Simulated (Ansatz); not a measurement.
## SrTl (Pm-3m): Grüneisen parameters

Aim: how the phonons of SrTl (Pm-3m) shift with volume, and the thermal expansion that follows.

Calculated with Ansatz 0.2.0; DFT PBEsol, scalar-relativistic, plane waves, PAW; PAW set soft_1.

The raw output is cut from this account; settings, times and results stay.

The database entry behind the starting cell is an old determination (1933), so it need not match the best structure at room temperature.

### 1. Set-up

The structure is cubic, space group Pm-3m (No. 221). Conventional cell: a = 4.016 Å, b = 4.016 Å, c = 4.016 Å, α = 90.00°, β = 90.00°, γ = 90.00°. Sr has 8 Tl at 3.48 Å nearest. Nearest to Tl lie 8 Sr at 3.48 Å. Farther neighbours, and contacts between anions beyond the nearest, are not listed.

### 2. Phonons on a q mesh

Stability and thermal properties need the whole zone. Linear response on a 4×4×4 q mesh gives force constants as far as a supercell of that size would.

Input file input.yaml:

```yaml
crystal:
  lattice:
    - [4.0164127665, 0.0, 0.0]
    - [0.0, 4.0164127665, 0.0]
    - [0.0, 0.0, 4.0164127665]
  atoms:
    - { symbol: Sr, position: [0.0, 0.0, 0.0] }
    - { symbol: Tl, position: [0.5, 0.5, 0.5] }
kpoints:
  mp_grid: { grid: [12, 12, 12] }
hamiltonian:
  xc: pbesol
  pseudopotentials: { kind: paw, azcp: { folder: soft_1 }, xc_functional: pbe }
scf:
  occupations: { method: methfessel_paxton, width: 0.2 }
output:
  eigenvalues: true
phonons:
  method: dfpt
  qmesh: [4, 4, 4]
  temperatures: { t_max: 1000, t_step: 50 }
  qpath:
    path:
      - [[0.0, 0.0, 0.0], [0.0, 0.5, 0.0], [0.5, 0.5, 0.0], [0.0, 0.0, 0.0], [0.5, 0.5, 0.5], [0.0, 0.5, 0.0]]
      - [[0.5, 0.5, 0.5], [0.5, 0.5, 0.0]]
    npoints: 10
```

Run with:

```sh
$ ansatz run input.yaml --threads 4 --pin off --max-ram 10240MiB --backend cpu --events-out ev --progress --plain --runs-dir out
```

Run time: 6.9 min. Hardware: 4 threads of Arm Neoverse V1, shared host; peak memory 2.3 GiB.

This step gave:

```
volume per atom                                            : 32.40 Å³
gap on the k-mesh                                          : 0 eV
sum-rule residual before enforcement                       : 2.15e-5 eV/Å²
lowest frequency on the path                               : 0 cm⁻¹
point group                                                : m-3m
highest frequency on path, mesh or solved points           : 119.5 cm⁻¹
mean frequency                                             : 69.6 cm⁻¹
Debye temperature (second moment)                          : 142 K
logarithmic mean frequency                                 : 61 cm⁻¹
highest optical mode at the zone centre (no LO-TO term)    : 94.19 cm⁻¹
lowest optical zone-centre mode                            : 94.19 cm⁻¹
lowest mode on the q mesh (acoustic modes at Γ apart)      : 11.9 cm⁻¹
zero-point energy per atom                                 : 12.95 meV
heat capacity at 300 K                                     : 24.66 J/(mol atoms K)
vibrational entropy at 300 K                               : 55.74 J/(mol atoms K)
edges of the widest gap between branches, on path and mesh : 58.7, 68.4 cm⁻¹
```

Frequencies (cm⁻¹) solved at each irreducible wavevector; negative means imaginary. Frequencies by wavevector, by row:

```csv
q in reciprocal lattice units,star,mode 1,mode 2,mode 3,mode 4,mode 5,mode 6
0 0 0,1,0,0,0,94.2,94.2,94.2
0 0 0.25,6,36,36,42.3,89.5,89.5,102
0 0 -0.5,3,40.1,54,54,82.3,82.3,114.7
0 0.25 0.25,12,26.8,45.1,54.5,83.1,96.6,108
0 0.25 -0.5,12,23.6,43.3,54.6,75.4,102.8,113.1
0 -0.5 -0.5,3,11.9,11.9,55.5,68.4,119.5,119.5
0.25 0.25 0.25,8,42.9,42.9,49.6,95.6,103.6,103.6
0.25 0.25 -0.5,12,16.7,46.7,54.3,97.7,98.5,113.8
0.25 -0.5 -0.5,6,25.8,25.8,56.8,93.4,113,113
-0.5 -0.5 -0.5,1,30.4,30.4,30.4,107.3,107.3,107.3
```

Symmetry leaves 10 wavevectors to solve. The lowest mode among them, the acoustic zeros apart, lies at q = (0, -0.5, -0.5) and is real, 11.9 cm⁻¹.

### 3. Relaxing at another volume, volume ratio 0.97

The volume is scaled by 0.97 and held; symmetry leaves nothing to relax, so this is a single point. The modes can then be followed against volume.

input.yaml, the sections that differ from step 2:

```yaml
crystal:
  lattice:
    - [3.9758401666, 0.0, 0.0]
    - [0.0, 3.9758401666, 0.0]
    - [0.0, 0.0, 3.9758401666]
  atoms:
    - { symbol: Sr, position: [0.0, 0.0, 0.0] }
    - { symbol: Tl, position: [0.5, 0.5, 0.5] }
output:
  forces: true
  stress: true
  eigenvalues: true
# kpoints, hamiltonian, scf: as in step 2
# phonons: removed
```

Wall time 1.5 s (4 threads); peak memory 0.38 GiB.

This step gave:

- pressure: 0.9825 GPa
- volume per atom: 31.42 Å³

The run ends at a pressure of 0.98 GPa.

### 4. Phonons at the other volume, volume ratio 0.97

The phonons are repeated at this volume on the same meshes, so that differences come from the volume alone.

input.yaml, as its differences from that of step 3:

```diff
@@ -16,4 +16,11 @@
 output:
-  forces: true
-  stress: true
   eigenvalues: true
+phonons:
+  method: dfpt
+  qmesh: [4, 4, 4]
+  temperatures: { t_max: 1000, t_step: 50 }
+  qpath:
+    path:
+      - [[0.0, 0.0, 0.0], [0.0, 0.5, 0.0], [0.5, 0.5, 0.0], [0.0, 0.0, 0.0], [0.5, 0.5, 0.5], [0.0, 0.5, 0.0]]
+      - [[0.5, 0.5, 0.5], [0.5, 0.5, 0.0]]
+    npoints: 10
```

Run time: 6.7 min. Hardware: 4 threads; peak memory 2.3 GiB.

Numbers from this step:

```yaml
sum_rule_residual_before_enforcement: 2.63e-5 eV/Å²
highest_frequency_on_path_mesh_or_solved_points: 125.6 cm⁻¹
mean_frequency: 73.2 cm⁻¹
debye_temperature_second_moment: 150 K
logarithmic_mean_frequency: 63.9 cm⁻¹
highest_optical_mode_at_the_zone_centre_no_lo_to_term: 99.43 cm⁻¹
lowest_optical_zone_centre_mode: 99.43 cm⁻¹
lowest_mode_on_the_q_mesh_acoustic_modes_at_gamma_apart: 8.31 cm⁻¹
zero_point_energy_per_atom: 13.61 meV
heat_capacity_at_300_k: 24.63 J/(mol atoms K)
vibrational_entropy_at_300_k: 54.61 J/(mol atoms K)
edges_of_the_widest_gap_between_branches_on_path_and_mesh: 61.8, 72.4 cm⁻¹
```

Frequencies (cm⁻¹) solved at each irreducible wavevector; negative means imaginary. Frequencies by wavevector, by row:

```csv
q in reciprocal lattice units,star,mode 1,mode 2,mode 3,mode 4,mode 5,mode 6
0 0 0,1,0,0,0,99.4,99.4,99.4
0 0 0.25,6,37.9,37.9,44.5,94.7,94.7,107.6
0 0 -0.5,3,43,56.7,56.7,87.3,87.3,120.2
0 0.25 0.25,12,26.8,47.4,57.4,88,101.8,113.7
0 0.25 -0.5,12,24.6,45,57.3,79.9,108.4,118.6
0 -0.5 -0.5,3,8.3,8.3,58.1,72.4,125.6,125.6
0.25 0.25 0.25,8,44.8,44.8,51.8,100.6,109.2,109.2
0.25 0.25 -0.5,12,16.7,48.5,57.6,103,103.6,119.3
0.25 -0.5 -0.5,6,27.8,27.8,60.1,98.2,118.6,118.6
-0.5 -0.5 -0.5,1,35.6,35.6,35.6,112.8,112.8,112.8
```

The highest optical mode at the zone centre (no LO-TO term) is 99.4 cm⁻¹, +5.2 cm⁻¹ against the base run.

### 5. Relaxing at another volume, volume ratio 1.03

The volume is scaled by 1.03 and held; symmetry leaves nothing to relax, so this is a single point. The modes can then be followed against volume.

input.yaml, the sections that differ from step 4:

```yaml
crystal:
  lattice:
    - [4.0561818159, 0.0, 0.0]
    - [0.0, 4.0561818159, 0.0]
    - [0.0, 0.0, 4.0561818159]
  atoms:
    - { symbol: Sr, position: [0.0, 0.0, 0.0] }
    - { symbol: Tl, position: [0.5, 0.5, 0.5] }
output:
  forces: true
  stress: true
  eigenvalues: true
# kpoints, hamiltonian, scf: as in step 4
# phonons: removed
```

Elapsed: 1.7 s, on 4 threads; peak memory 0.39 GiB; 6.1 s of CPU time.

Numbers from this step:

| Quantity | Value |
| --- | --- |
| pressure | -0.8268 GPa |
| volume per atom | 33.37 Å³ |

The run ends at a pressure of -0.83 GPa.

### 6. Phonons at the other volume, volume ratio 1.03

input.yaml, as its differences from that of step 5:

```diff
@@ -16,4 +16,11 @@
 output:
-  forces: true
-  stress: true
   eigenvalues: true
+phonons:
+  method: dfpt
+  qmesh: [4, 4, 4]
+  temperatures: { t_max: 1000, t_step: 50 }
+  qpath:
+    path:
+      - [[0.0, 0.0, 0.0], [0.0, 0.5, 0.0], [0.5, 0.5, 0.0], [0.0, 0.0, 0.0], [0.5, 0.5, 0.5], [0.0, 0.5, 0.0]]
+      - [[0.5, 0.5, 0.5], [0.5, 0.5, 0.0]]
+    npoints: 10
```

Elapsed: 7.1 min, on 4 threads; peak memory 2.4 GiB.

Numbers from this step:

```
sum-rule residual before enforcement                       : 2.29e-5 eV/Å²
highest frequency on path, mesh or solved points           : 113.8 cm⁻¹
mean frequency                                             : 66.2 cm⁻¹
Debye temperature (second moment)                          : 135 K
logarithmic mean frequency                                 : 58.2 cm⁻¹
highest optical mode at the zone centre (no LO-TO term)    : 89.28 cm⁻¹
lowest optical zone-centre mode                            : 89.28 cm⁻¹
lowest mode on the q mesh (acoustic modes at Γ apart)      : 13.61 cm⁻¹
zero-point energy per atom                                 : 12.32 meV
heat capacity at 300 K                                     : 24.69 J/(mol atoms K)
vibrational entropy at 300 K                               : 56.91 J/(mol atoms K)
edges of the widest gap between branches, on path and mesh : 56, 64.6 cm⁻¹
```

The highest optical mode at the zone centre (no LO-TO term) is 89.3 cm⁻¹, -4.9 cm⁻¹ against the base run.

### 7. Grüneisen parameters

The Grüneisen parameter of a mode is minus the logarithmic change of its frequency with volume, −d ln ω / d ln V; weighted by heat capacity it gives the expansion.

This step gave:

```yaml
bulk_modulus: 30.1 GPa
```

Phonon branches along the path, in cm⁻¹:

```csv
point,branch 1,branch 2,branch 3,branch 4,branch 5,branch 6
Γ,0,0,0,94,94,94
halfway,36,36,42,90,90,102
X,40,54,54,82,82,115
halfway,24,43,55,75,103,113
M,12,12,56,68,120,120
halfway,27,45,54,83,97,108
Γ,0,0,0,94,94,94
halfway,43,43,50,96,104,104
R,30,30,30,107,107,107
halfway,17,47,54,98,98,114
X,40,54,54,82,82,115
jump to R,30,30,30,107,107,107
halfway,26,26,57,93,113,113
M,12,12,56,68,120,120
```

The same for volume x 0.97:

```csv
point,branch 1,branch 2,branch 3,branch 4,branch 5,branch 6
Γ,0,0,0,99,99,99
X,43,57,57,87,87,120
M,8,8,58,72,126,126
Γ,0,0,0,99,99,99
R,36,36,36,113,113,113
X,43,57,57,87,87,120
R,36,36,36,113,113,113
M,8,8,58,72,126,126
```

The same for volume x 1.03:

```csv
point,branch 1,branch 2,branch 3,branch 4,branch 5,branch 6
Γ,0,0,0,89,89,89
X,37,51,51,78,78,109
M,14,14,53,65,114,114
Γ,0,0,0,89,89,89
R,25,25,25,102,102,102
X,37,51,51,78,78,109
R,25,25,25,102,102,102
M,14,14,53,65,114,114
```

Mode Grueneisen parameter -dln(w)/dln(V), modes matched by rank; at Γ the acoustic branches take the value of a neighbouring point of the path. Mode grüneisen parameters along the path, in :

```csv
point,branch 1,branch 2,branch 3,branch 4,branch 5,branch 6
Γ,1.71,1.71,1.54,1.79,1.79,1.79
halfway,1.71,1.71,1.69,1.86,1.86,1.78
X,2.37,1.64,1.64,1.94,1.94,1.58
halfway,1.49,1.27,1.55,1.94,1.77,1.59
M,-8.23,-8.23,1.47,1.90,1.66,1.66
halfway,0.06,1.70,1.74,1.90,1.74,1.71
Γ,0.28,1.68,1.78,1.79,1.79,1.79
halfway,1.44,1.44,1.44,1.71,1.74,1.74
R,5.69,5.69,5.69,1.66,1.66,1.66
halfway,0.20,1.29,1.93,1.76,1.69,1.57
X,2.37,1.64,1.64,1.94,1.94,1.58
jump to R,5.69,5.69,5.69,1.66,1.66,1.66
halfway,2.66,2.66,1.85,1.66,1.61,1.61
M,-8.23,-8.23,1.47,1.90,1.66,1.66
```

(dS/dlnV)/C_V. Table of thermodynamic Grueneisen parameter by temperature:

```csv
temperature (K),thermodynamic Grueneisen parameter
50,1.50
100,1.55
150,1.55
200,1.56
250,1.56
300,1.56
350,1.56
400,1.56
450,1.56
500,1.56
550,1.56
600,1.56
650,1.56
700,1.56
750,1.56
800,1.56
850,1.56
900,1.56
950,1.56
1000,1.56
```

Gamma C_V/(B V) at the static volume. Volume expansion against temperature:

```csv
temperature (K),volume expansion (1e-6/K)
50,45.3
100,59.6
150,63.1
200,64.5
250,65.1
300,65.5
350,65.7
400,65.8
450,65.9
500,66.0
550,66.0
600,66.1
650,66.1
700,66.1
750,66.1
800,66.2
850,66.2
900,66.2
950,66.2
1000,66.2
```

### 8. Summary of results

```json
{
  "bulk modulus": "30.1 GPa",
  "thermodynamic Grüneisen parameter at 300 K": "1.559",
  "volume expansion at 300 K, estimated": "65.46 × 10⁻⁶ K⁻¹"
}
```

By this estimate the volume grows by 65.5 × 10⁻⁶ per kelvin at 300 K. The highest optical mode at Γ goes from 99 to 89 cm⁻¹ as the cell grows, a Grüneisen parameter of 1.79. Mode parameters on the path run from -8.2 to 5.7, with a median of 1.7. Modes with negative values stiffen as the cell grows and pull against the expansion. Branches are matched by rank, so values near crossings are rough. The expansion is the Grüneisen estimate at the static volume, with the static bulk modulus. With no gap, or one that is small against the smearing, the frequencies hang on the k mesh and the smearing, most of all near Kohn anomalies. The phonon runs are without spin polarisation, although the cell has an odd electron count. Spin-orbit coupling is left out, which can matter for the heavy elements here. The PAW files were made for PBE and serve the other functionals too. A phonon run warned that its eigensolver left some bands unconverged in a pass.

[Long decimals in the printed logs are rounded to 6 places.]

[Logs are printed without paths, hosts, clocks, repeated set-up lines and the standing remarks that a program may print on its own settings, such as how far it seeks lower states.]

[Hosts, paths, dates, database ids (printed as entryN), source tags and the programs' standing remarks are cut or masked in the printed files.]

[Where the starting crystal was built by hand or by swapping elements, it need not be the compound's stable phase.]
